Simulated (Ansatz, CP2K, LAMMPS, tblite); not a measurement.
**A faulty CP2K run on aqueous Zn2+ and Br-, 2.1 mol of salt per kg of water at 300 K (81 atoms)**

Program: CP2K 2026.2, a calculation on a cell of 26 O, 52 H, 1 Zn and 2 Br, 10.3 Å³ an atom.

input.inp reads:

```
&GLOBAL
  PROJECT cell
  RUN_TYPE ENERGY_FORCE
  PRINT_LEVEL LOW
&END GLOBAL
&FORCE_EVAL
  METHOD QS
  STRESS_TENSOR ANALYTICAL
  &DFT
    BASIS_SET_FILE_NAME BASIS_MOLOPT
    POTENTIAL_FILE_NAME GTH_POTENTIALS
    &MGRID
      CUTOFF 800
      REL_CUTOFF 50
      NGRIDS 5
    &END MGRID
    &QS
      EPS_DEFAULT 1.0E-12
      LS_SCF T
    &END QS
    &LS_SCF
      PURIFICATION_METHOD TRS4
      EPS_FILTER 3.0E-02
      EPS_SCF 1.0E-06
      MAX_SCF 50
      S_PRECONDITIONER ATOMIC
      MIXING_FRACTION 0.45
      REPORT_ALL_SPARSITIES F
    &END LS_SCF
    &XC
      &XC_FUNCTIONAL PBE
      &END XC_FUNCTIONAL
    &END XC
    &PRINT
      &MULLIKEN ON
      &END MULLIKEN
    &END PRINT
  &END DFT
  &SUBSYS
    &CELL
      A 9.40369 0.00000 0.00000
      B 0.00000 9.40369 0.00000
      C 0.00000 0.00000 9.40369
    &END CELL
    &COORD
      O 1.97440 9.40247 6.07742
      H 2.15457 8.42289 5.98855
      H 1.00102 0.17350 5.92874
      O 0.72484 4.64975 3.16763
      H 0.28963 5.44342 2.74277
      H 0.50921 4.63414 4.14402
      O 2.12862 2.70883 7.06650
      H 2.20441 1.77683 6.71188
      H 1.56496 3.25603 6.44764
      O 0.43737 4.42792 5.84524
[... 67 atom lines left out ...]
      H 8.48711 0.99820 5.77970
      Zn 4.48970 5.71208 2.48398
      Br 5.26381 6.14973 7.49869
      Br 6.39094 0.68468 1.68053
    &END COORD
    &KIND O
      BASIS_SET SZV-MOLOPT-SR-GTH-q6
      POTENTIAL GTH-PBE-q6
    &END KIND
    &KIND H
      BASIS_SET SZV-MOLOPT-SR-GTH-q1
      POTENTIAL GTH-PBE-q1
    &END KIND
    &KIND Zn
      BASIS_SET SZV-MOLOPT-SR-GTH-q12
      POTENTIAL GTH-PBE-q12
    &END KIND
    &KIND Br
      BASIS_SET SZV-MOLOPT-SR-GTH-q7
      POTENTIAL GTH-PBE-q7
    &END KIND
  &END SUBSYS
  &PRINT
    &FORCES ON
    &END FORCES
    &STRESS_TENSOR ON
    &END STRESS_TENSOR
  &END PRINT
&END FORCE_EVAL
```

On the command line:

```sh
$ OMP_NUM_THREADS=1 cp2k.psmp -i input.inp > output.txt
```

Numbers of over 12 decimals in the logs are rounded to 6 here.

Log:

```text
CP2K| version string:                                       CP2K version 2026.2
 CP2K| Input file name                                                 input.inp
 GLOBAL| Basis set file name                                        BASIS_MOLOPT
 GLOBAL| Potential file name                                      GTH_POTENTIALS
 GLOBAL| Run type                                                   ENERGY_FORCE
 GLOBAL| Total number of message passing processes                             1
 GLOBAL| Number of threads for this process                                    1
 TOTAL NUMBERS AND MAXIMUM NUMBERS
  Total number of            - Atomic kinds:                                   4
                             - Atoms:                                         81
                             - Shell sets:                                    81
                             - Shells:                                       111
                             - Primitive Cartesian functions:                404
                             - Cartesian basis functions:                    174
[... lines left out ...]
 Re-scaling the density matrix to get the right number of electrons
[... lines left out ...]
*********************************************************
 Using MIXING_FRACTION=0.450 to mix KS matrix:  iscf=  3
 KS_nw=0.450*KS + 0.550*KS_old
[...]
SCF     3      -533.918122267        -0.206655213    5.862571
[...]
Using MIXING_FRACTION=0.450 to mix KS matrix:  iscf=  4
 KS_nw=0.450*KS + 0.550*KS_old
[...]
Using MIXING_FRACTION=0.450 to mix KS matrix:  iscf= 49
 KS_nw=0.450*KS + 0.550*KS_old
[...]
SCF    49      -533.928465800         0.017573066    5.841249
*********************************************************
 Using MIXING_FRACTION=0.450 to mix KS matrix:  iscf= 50
 KS_nw=0.450*KS + 0.550*KS_old
*********************************************************
 SCF    50      -533.794811412         0.133654388    5.755941
 SCF not converged!
 !-----------------------------------------------------------------------------!
                     Mulliken Population Analysis
 #  Atom  Element  Kind  Atomic population                           Net charge
       1     O        1          6.773948                             -0.773948
       2     H        2          0.646390                              0.353610
       3     H        2          0.695850                              0.304150
[...]
80     Br       4          7.648908                             -0.648908
      81     Br       4          7.698648                             -0.698648
 # Total charge                            235.951719                 -1.951719
 !-----------------------------------------------------------------------------!
 ENERGY| Total FORCE_EVAL ( QS ) energy [hartree]           -533.794811
 FORCES| Atomic forces [hartree/bohr]
 FORCES|   Atom     x               y               z               |f|
 FORCES|      1  4.17103502E-02  5.28416043E-02  3.20816936E-02   7.45736114E-02
 FORCES|      2  7.10262582E-03 -4.84959065E-02 -1.45653582E-02   5.11316917E-02
 FORCES|      3 -3.79725935E-02  3.55123607E-03 -1.56982094E-02   4.12427317E-02
[...]
FORCES|     80 -6.39710391E-03 -3.93900334E-03  6.67681493E-03   1.00507981E-02
 FORCES|     81  6.28406566E-03  1.17470464E-02  4.43060104E-03   1.40396868E-02
 FORCES| Sum     2.32795239E-03  1.45866264E-03 -3.49183481E-03
 FORCES| Total atomic force                                       4.44296853E-03
 STRESS| Analytical stress tensor [bar]
 STRESS|                        x                   y                   z
 STRESS|      x        8.76524986586E+04   8.50371397574E+03  -2.72332762771E+03
 STRESS|      y        8.50371397574E+03   8.01425372326E+04  -6.04445024607E+02
 STRESS|      z       -2.72332762771E+03  -6.04445024607E+02   7.90664834754E+04
 STRESS| 1/3 Trace                                             8.22871731222E+04
```

The job ended after 5.1 min (1 thread of Arm Neoverse V1, shared host; peak memory 1.5 GiB).

Banners, paths, timers and routine set-up lines are dropped from the logs unmarked, and long logs keep their key lines alone; longer cuts are marked.

**Question.** What is wrong with this input?

A sparsity filter far too loose: filter 0.03. Likely mend: a far tighter filter, such as 1e-6.

The run ended unconverged.

[Also dropped from logs without a mark: logging warnings of Python, and SIESTA's first energy breakdown and zero terms.]

[Logs are printed without paths, hosts, clocks, repeated set-up lines and the standing remarks that a program may print on its own settings, such as how far it seeks lower states.]

[Hosts, paths, dates, database ids (printed as entryN), source tags and the programs' standing remarks are cut or masked in the printed files.]
